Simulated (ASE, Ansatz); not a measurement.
## Localised basis functions on germanene hexagonal flake, H-capped, Sn on Ge sites (36 atoms)

Aim: test how closely localised support functions follow the reference on germanene hexagonal flake, H-capped, Sn on Ge sites (36 atoms), and at what cost. A setting counts as converged where the r.m.s. difference of forces stays under 1 % of the r.m.s. force.

Program: Ansatz 0.2.0. Level of theory: Kohn-Sham DFT, PBE, PAW (set soft_2), plane waves. Results are calculated unless marked as measured.

**1. The structure**

The cell holds 36 atoms: 19 Ge, 5 Sn and 12 H. Its edges and angles: a = 26.571 Å, b = 26.634 Å, c = 12.680 Å, α = 90.0°, β = 90.0°, γ = 90.0°. It derives from Ge (germanene) and Sn. Germanene (a = 4.03 Å), rectangular cell with x along the armchair direction; hexagon of inner radius 7.5 Å, edges capped with H, 12 Å of vacuum, 5 of 24 Ge replaced by Sn at random; not relaxed, displaced by a Gaussian of 0.02 Å. Regions: sheet, 24 atoms (19 Ge and 5 Sn); hydrogen, 12 atoms (12 H). Vacuum lies along a, b and c.

Before any run, some limits are plain. Beside vacuum, support functions can miss their usual error bounds without a warning. The main run has no spin polarisation, so any moments at edges, vacancies or dangling bonds can't form in it.

**2. Plane-wave single point**

The first run fixes the reference, at a cutoff of 420 eV.

input.yaml reads:

```yaml
crystal:
  lattice:
    - [26.57074, 0.0, 0.0]
    - [0.0, 26.63363, 0.0]
    - [0.0, 0.0, 12.68]
  atoms:
    - { symbol: Ge, position: [0.45574, 0.27299, 0.47249] }
    - { symbol: Sn, position: [0.28116, 0.42369, 0.52866] }
    - { symbol: Sn, position: [0.32408, 0.34834, 0.47354] }
    - { symbol: Ge, position: [0.41273, 0.34881, 0.5273] }
    - { symbol: Ge, position: [0.45695, 0.42525, 0.47363] }
    - { symbol: Ge, position: [0.28158, 0.57532, 0.5268] }
    - { symbol: Ge, position: [0.32493, 0.50011, 0.47404] }
    - { symbol: Ge, position: [0.41173, 0.5001, 0.5261] }
    - { symbol: Ge, position: [0.45653, 0.57649, 0.47211] }
    - { symbol: Ge, position: [0.32609, 0.65287, 0.4719] }
    - { symbol: Ge, position: [0.41222, 0.65246, 0.52634] }
    - { symbol: Sn, position: [0.45649, 0.7273, 0.47261] }
    - { symbol: Ge, position: [0.54359, 0.27257, 0.52404] }
    - { symbol: Sn, position: [0.5438, 0.42397, 0.52747] }
    - { symbol: Ge, position: [0.58725, 0.34861, 0.47492] }
    - { symbol: Ge, position: [0.67539, 0.35027, 0.52508] }
    - { symbol: Ge, position: [0.7182, 0.42381, 0.47104] }
    - { symbol: Ge, position: [0.54415, 0.57419, 0.5261] }
    - { symbol: Ge, position: [0.58823, 0.50054, 0.47346] }
    - { symbol: Ge, position: [0.67552, 0.49902, 0.52612] }
    - { symbol: Ge, position: [0.71891, 0.57557, 0.47248] }
    - { symbol: Sn, position: [0.54234, 0.72489, 0.52738] }
    - { symbol: Ge, position: [0.58583, 0.65065, 0.47491] }
    - { symbol: Ge, position: [0.67413, 0.65169, 0.52414] }
    - { symbol: H, position: [0.42888, 0.22497, 0.50742] }
    - { symbol: H, position: [0.2262, 0.42417, 0.49565] }
    - { symbol: H, position: [0.29773, 0.30094, 0.50778] }
    - { symbol: H, position: [0.22579, 0.57369, 0.49175] }
    - { symbol: H, position: [0.29618, 0.69954, 0.50643] }
    - { symbol: H, position: [0.42779, 0.77505, 0.5096] }
    - { symbol: H, position: [0.57073, 0.22567, 0.48996] }
    - { symbol: H, position: [0.70307, 0.30043, 0.49288] }
    - { symbol: H, position: [0.77447, 0.4254, 0.50758] }
    - { symbol: H, position: [0.77509, 0.57499, 0.50906] }
    - { symbol: H, position: [0.57086, 0.77383, 0.49405] }
    - { symbol: H, position: [0.70357, 0.69968, 0.49513] }
kpoints:
  mp_grid: { grid: [1, 1, 1] }
hamiltonian:
  xc: pbe
scf:
  occupations: { method: gaussian, width: 0.05 }
output:
  forces: true
  populations: true
  dos:
    method: { smearing: { sigma: 0.1 } }
    de: 0.1
    projected:
      site_lists:
        Ge: [Ge]
        H: [H]
        Sn: [Sn]
        sheet: [0, 1, 2, 3, 4, 5, 6, 7, 8, 9, 10, 11, 12, 13, 14, 15, 16, 17, 18, 19, 20, 21, 22, 23]
        hydrogen: [24, 25, 26, 27, 28, 29, 30, 31, 32, 33, 34, 35]
  eigenvalues: true
```

Started as:

```
ansatz run input.yaml --threads 32 --pin off --max-ram 143360MiB --backend cuda --events-out ev --progress --plain --runs-dir out
```

Numbers of over 12 decimals in the logs are rounded to 6 here.

What it wrote:

```text
Engine: ansatz 0.2.0, aarch64-unknown-linux-gnu
Pseudopotentials: kind: paw
Pseudopotential: Ge, paw, valence charge 14, recommended cutoff 420 eV (normal), Ge.paw.azcp
Pseudopotential: Sn, paw, valence charge 14, recommended cutoff 420 eV (normal), Sn.paw.azcp
Pseudopotential: H, paw, valence charge 1, recommended cutoff 420 eV (normal), H.paw.azcp
[... 5 lines on functional and potentials left out ...]
device memory: the entry about to start is reckoned to put 8.4 GiB on a device that reports 182.5 GiB free
GPU FFT provider: cuFFT
GPU libraries: cuBLAS 13.8.1, cuFFT 12.4.0, cuSOLVER 12.3.2
GPU matrix products: emulated (plane waves: as basis.precision tells), large ones in fixed point in workspaces of 1.00 GiB
Crystal: 36 atoms, lattice volume = 8973.322 Å³
Basis set: ecut = 420 eV, 175495 PW (Γ), exchange–correlation on 360×360×180 points (8 copies of the dense FFT grid, shifted against one another)
Bands: 210, of which v1, the nominal top of the filled ones, is band 174 counted from 1 (173 counted from 0)
Symmetry: 1 space group operations
Space group: P1 (ITA 1), of the structure as read, at distance tolerance 2.1e-4 Å
k-points: 1
[... 7 lines on functional and potentials left out ...]
Initial density: superposition of atomic densities (neutral atoms: chi_scale 0, normalization atom), corrected by the library's trained network
Initial wavefunctions: pseudopotential atomic-orbital guess
GPU buffer pool allocated for 2916000 grid points (all kernels)
GPU transforms: local potential and band sums: pruned to the plane-wave sphere, on 180×180×90
Functional: x = pbe(κ = 0.804, μ = 0.219515), c = pbe(β = 0.066725)
SCF iter   1: F=—  HF=-111895.136871 eV  |F-HF|=—  |Δ(HF+E_count)|=         —  Δρ=7.79e-4  dr2=1.33e-1  ethr=1.77e-3  ⟨swp⟩=7.0  Hψ=861  notcnv=0  defer=13
preconditioner: auto → Resta (q_TF=auto, 1.587 Å⁻¹)  ε∞=1.3  [insulator: Δε(μ)=1.045 eV  Ē_g=7.682 eV  σ=0.050 eV  W_gap=1.00  n_scr=622 (ndim 8)  ℏωp=4.1 eV  f_vac=0.868  D(μ)=0.00/eV (n_scr^D=0)  ε∞_Penn≈1.3  vacuum switching on, ρ_ref=4.3e-3 e/Å³]
SCF iter   2: F=—  HF=-111895.150016 eV  |F-HF|=—  |Δ(HF+E_count)|=   1.31e-2  Δρ=4.01e-4  dr2=4.82e-2  ethr=3.82e-5  ⟨swp⟩=2.0  Hψ=410  notcnv=0  defer=30
SCF iter   3: F=—  HF=-111895.171070 eV  |F-HF|=—  |Δ(HF+E_count)|=   2.11e-2  Δρ=3.02e-4  dr2=1.01e-1  ethr=1.38e-5  ⟨swp⟩=2.0  Hψ=259  notcnv=0  defer=30
SCF iter   4: F=—  HF=-111895.161426 eV  |F-HF|=—  |Δ(HF+E_count)|=   9.64e-3  Δρ=1.04e-4  dr2=5.29e-3  ethr=1.38e-5  ⟨swp⟩=2.0  Hψ=220  notcnv=0  defer=30
SCF iter   5: F=—  HF=-111895.160710 eV  |F-HF|=—  |Δ(HF+E_count)|=   7.16e-4  Δρ=4.83e-5  dr2=3.46e-4  ethr=1.52e-6  ⟨swp⟩=2.0  Hψ=216  notcnv=0  defer=30
SCF iter   6: F=—  HF=-111895.161051 eV  |F-HF|=—  |Δ(HF+E_count)|=   3.41e-4  Δρ=2.37e-5  dr2=1.15e-4  ethr=9.95e-8  ⟨swp⟩=3.0  Hψ=354  notcnv=0  defer=30
SCF iter   7: F=—  HF=-111895.161090 eV  |F-HF|=—  |Δ(HF+E_count)|=   3.90e-5  Δρ=1.02e-5  dr2=2.35e-5  ethr=3.30e-8  ⟨swp⟩=2.0  Hψ=222  notcnv=0  defer=30
SCF iter   8: F=—  HF=-111895.162614 eV  |F-HF|=—  |Δ(HF+E_count)|=   1.52e-3  Δρ=5.74e-6  dr2=7.21e-6  ethr=6.75e-9  ⟨swp⟩=2.0  Hψ=236  notcnv=0  defer=30
SCF iter   9: F=—  HF=-111895.162621 eV  |F-HF|=—  |Δ(HF+E_count)|=   7.32e-6  Δρ=3.02e-6  dr2=2.09e-6  ethr=2.07e-9  ⟨swp⟩=2.0  Hψ=217  notcnv=0  defer=30
SCF iter  10: F=—  HF=-111895.162625 eV  |F-HF|=—  |Δ(HF+E_count)|=   3.81e-6  Δρ=1.37e-6  dr2=2.47e-7  ethr=6.01e-10  ⟨swp⟩=2.0  Hψ=220  notcnv=0  defer=30
SCF iter  11: F=-111895.162627 eV  HF=-111895.162627 eV  |F-HF|=6.32e-7  |Δ(HF+E_count)|=   1.77e-6  Δρ=6.70e-7  dr2=5.93e-8  ethr=2.87e-11  ⟨swp⟩=24.0  Hψ=1316  notcnv=0
SCF 1 converged in 11 iterations: F = -111895.162627 eV  dr2 = 5.93e-8
  greatest PAW one-centre occupation: 0.998 electrons in one spin orbital (limit 2), on the Ge atom at site 22 (counted from 0), in its partial waves of l = 2
SCF converged after 11 iterations
Free energy (F): -111895.162627 eV
Harris-Foulkes:  -111895.162627 eV  (|F-HF|=6.32e-7)
Internal energy: -111895.162627 eV  (E = F + TS)
E sigma→0 (E₀):  -111895.162627 eV
Fermi energy:    -3.558736 eV
--- Per-component energies (eV) ---
  E_band       = -7460.516719
  E_kinetic    = 3204.884379
  E_local      = -218464.216146  (includes V_loc(G=0)·N_el)
  E_nonlocal   = 7796.908026
  E_hartree    = 104767.271817
  E_xc         = -3439.087444
  E_vxc        = -1821.906493  (∫ρ·V_xc dr)
  E_paw        = -59055.661914  (= ΣΔE_a)
  E_vpaw       = -7710.738003  (= ΣTr[D̂ρ^β])
  E_aug_tail   = -0.009274  (compensation charges beyond the density's cutoff)
  E_ewald      = 53294.747929
  E_smearing   = -0.000000  (= −TS)
  E_closure    = 0.000000  (closes the sum)
  Σ components = -111895.162627   (vs F -111895.162627, Δ=0.00e0)
--- Forces (eV/Å), atoms counted from 1 ---
[... 36 lines of forces left out ...]
  max |Σ_I F_I| component: 3.00e-5 eV/Å
--- Band table (eV) ---
[... left out ...]
--- Löwdin populations: 36 sites ---
  site symbol       q [e]
[... 36 lines, one an atom, left out ...]
  spilling = 0.003832 (of n_electrons = 348.000000)
```

Elapsed: 3 s, on 1 × NVIDIA GB200 with 32 threads of Arm Neoverse V2, shared host; peak memory 2.4 GiB.

The column dr2 measures how far the density is from self-consistency, as an energy; F and HF (Harris–Foulkes) agree once it is small.

That memory is the host's; the program planned up to 8.4 GiB on the GPU. Forces of this run were stored rounded, and per-atom blocks of the log weren't kept.

Numbers from this run:

| Item | Value |
| --- | --- |
| free energy | -111895.1626 eV |
| free energy per atom | -3108.1990 eV/atom |
| SCF cycles | 11 |
| r.m.s. force component | 1.115 eV/Å |
| longest force | 4.515 eV/Å |
| Fermi energy | -3.559 eV |
| gap (highest filled to lowest empty level) | 1.036 eV |
| spilling of the projection | 0.003832 |

Length of the force by element:

```
element  coordination  atoms  mean length of the force (eV/Å)  spread   least  most
     Ge           all     19                             1.07   0.679     0.1  2.25
      H           all     12                             1.46    1.66  0.0288  4.51
     Sn           all      5                             2.91   0.748    1.46  3.56
```

Löwdin charges by element (they lack the spilled electrons, 0.037 e an atom on average):

```
element  coordination  atoms  mean charge (e)  spread    least     most
     Ge           all     19           0.0253  0.0661  -0.0634    0.102
      H           all     12          -0.0471  0.0302  -0.0906  -0.0232
     Sn           all      5            0.283   0.013    0.273    0.309
```

By region:

```
  region  atoms  mean length of the force (eV/Å)
   sheet     24                             1.46
hydrogen     12                             1.46
```

States in the cell by windows of 1 eV, zero at the Fermi level; some projections on atomic orbitals stand beside the total:

```
from (eV)  to (eV)  total  sheet  Ge p  Ge s  Sn p  H s  hydrogen
      -14      -12    0.0    0.0   0.0   0.0   0.0  0.0       0.0
      -12      -11    1.7    1.6   0.1   1.3   0.0  0.0       0.0
      -11      -10    9.2    8.6   1.1   6.1   0.3  0.6       0.6
      -10       -9   10.8    9.8   1.8   6.1   0.4  0.9       0.9
       -9       -8    3.5    3.0   0.6   1.8   0.2  0.4       0.4
       -8       -7   10.7    9.0   2.5   4.7   0.6  1.7       1.7
       -7       -6    6.1    4.8   1.3   2.3   0.5  1.2       1.2
       -6       -5    4.0    3.2   1.0   1.6   0.3  0.7       0.7
       -5       -4    5.3    4.0   2.2   0.8   0.8  1.2       1.2
       -4       -3    9.5    6.7   4.8   0.3   1.5  2.6       2.6
       -3       -2   21.0   18.2  14.3   0.7   2.9  2.4       2.4
       -2       -1   19.9   19.1  14.6   0.7   3.6  0.6       0.6
       -1        0    6.4    6.3   4.5   0.4   1.2  0.1       0.1
        0        1    7.9    7.7   5.7   0.5   1.3  0.1       0.1
        1        2   11.9   11.1   7.3   1.5   2.0  0.4       0.4
        2        3   20.0   16.9  10.4   3.6   2.3  1.0       1.0
```

Between -25 and -14 eV lie 240 more states.

Not all projections were asked for or kept, so they needn't add up to the total.

The levels nearest the highest filled one (over half full), pooled over k-points and spins:

```
level less the highest filled one (eV)  occupation
                                -0.698           2
                                -0.520           2
                                -0.484           2
                                -0.460           2
                               -0.0049           2
                                     0           2
                                  1.04           0
                                  1.10           0
                                  1.41           0
                                  1.46           0
                                  1.62           0
                                  1.66           0
```

Mean Löwdin charges: Ge +0.03, H -0.05, Sn +0.28 e (they miss 0.38 % of the electrons, so they add up to more than the cell's charge). Charges this small depend on the projection, at times even in sign. The largest share in the top eV of filled states is Ge p (73 % of the projected weight), and in the lowest eV of empty states Ge p (72 % of the projected weight).

**3. Structure statistics**

Bonds and neighbours are counted at the geometry of the runs.

Normalised to the volume that the atoms fill. g(r), total and by pair (bins of 0.2 Å):

```
r (Å)  total  Ge-Ge  Ge-H  Ge-Sn   H-H  H-Sn  Sn-Sn
 1.50   2.33   0.00  4.42   0.00  0.00  8.35   0.00
 1.70   0.00   0.00  0.00   0.00  0.00  0.00   0.00
 1.90   0.00   0.00  0.00   0.00  0.00  0.00   0.00
 2.10   0.00   0.00  0.00   0.00  0.00  0.00   0.00
 2.30   0.49   1.18  0.00   0.56  0.00  0.00   4.26
 2.50   1.88   4.79  0.00   3.18  0.00  0.00   4.08
 2.70   0.00   0.00  0.00   0.00  0.00  0.00   0.00
 2.90   0.00   0.00  0.00   0.00  0.00  0.00   0.00
 3.10   0.00   0.00  0.00   0.00  0.00  0.00   0.00
 3.30   0.97   0.00  2.27   0.00  0.00  1.83   0.00
 3.50   0.04   0.00  0.11   0.00  0.00  0.00   0.00
 3.70   0.07   0.00  0.00   0.00  0.58  0.00   0.00
 3.90   0.39   0.42  0.00   0.60  1.67  0.00   0.00
 4.10   1.28   2.65  0.00   2.92  1.03  0.00   0.00
 4.30   0.30   0.00  0.57   0.00  0.00  1.07   0.00
 4.50   0.00   0.00  0.00   0.00  0.00  0.00   0.00
 4.70   0.44   1.06  0.00   1.00  0.00  0.00   0.00
 4.90   0.00   0.00  0.00   0.00  0.00  0.00   0.00
 5.10   0.00   0.00  0.00   0.00  0.00  0.00   0.00
 5.30   0.32   0.00  0.82   0.00  0.00  0.35   0.00
 5.50   0.06   0.00  0.18   0.00  0.00  0.00   0.00
 5.70   0.00   0.00  0.00   0.00  0.00  0.00   0.00
 5.90   0.00   0.00  0.00   0.00  0.00  0.00   0.00
 6.10   0.40   0.53  0.35   0.75  0.00  0.27   0.00
 6.30   0.18   0.39  0.00   0.41  0.00  0.00   0.62
 6.50   0.10   0.00  0.18   0.00  0.00  0.35   0.00
 6.70   0.03   0.00  0.06   0.00  0.00  0.11   0.00
 6.90   0.24   0.62  0.00   0.39  0.00  0.00   0.49
```

Bonds by pair of elements; cutoffs follow the first minimum of g(r), held within bounds set by covalent radii, and pairs that aren't listed don't count as bonded:

```
pair A-B  cutoff (Å)  bonds  mean length (Å)  spread (Å)  shortest (Å)  B about A  A about B
   Ge-Ge        2.83     21             2.42       0.025          2.37       2.21       2.21
    Ge-H        1.89      8             1.55        0.02          1.51      0.421      0.667
   Ge-Sn        3.03      7             2.42       0.025          2.38      0.368        1.4
    H-Sn        2.04      4             1.54       0.024          1.51      0.333        0.8
   Sn-Sn        2.84      2             2.40       0.013          2.38        0.8        0.8
```

How many atoms have how many bonded neighbours:

```
element  mean   1   3
     Ge     3   0  19
      H     1  12   0
     Sn     3   0   5
```

Bond angles, per cent of each kind in bins of 5°:

```
angle (°)  Ge-Ge-Ge  Ge-Ge-H  Ge-Ge-Sn
  105–110       0.0      6.2       0.0
  110–115     100.0     87.5     100.0
  115–120       0.0      6.2       0.0
```

Bond angles (no mean is given where the spread exceeds 20°):

```
   angle  count  mean (°)  spread (°)
Ge-Ge-Ge     27       113           1
 Ge-Ge-H     16       112         1.5
Ge-Ge-Sn     14       112         0.8
 H-Sn-Sn      4       113           1
Ge-Sn-Sn      4       112           1
```

By these cutoffs all Ge atoms have 3, all H atoms have 1 and all Sn atoms have 3 bonded neighbours. The Ge-Ge-Ge angle averages 113° with a spread of 1.0°.

[end of part 1 of 2]

[Logs are printed without paths, hosts, clocks, repeated set-up lines and the standing remarks that a program may print on its own settings, such as how far it seeks lower states.]

[Hosts, paths, dates, database ids (printed as entryN), source tags and the programs' standing remarks are cut or masked in the printed files.]
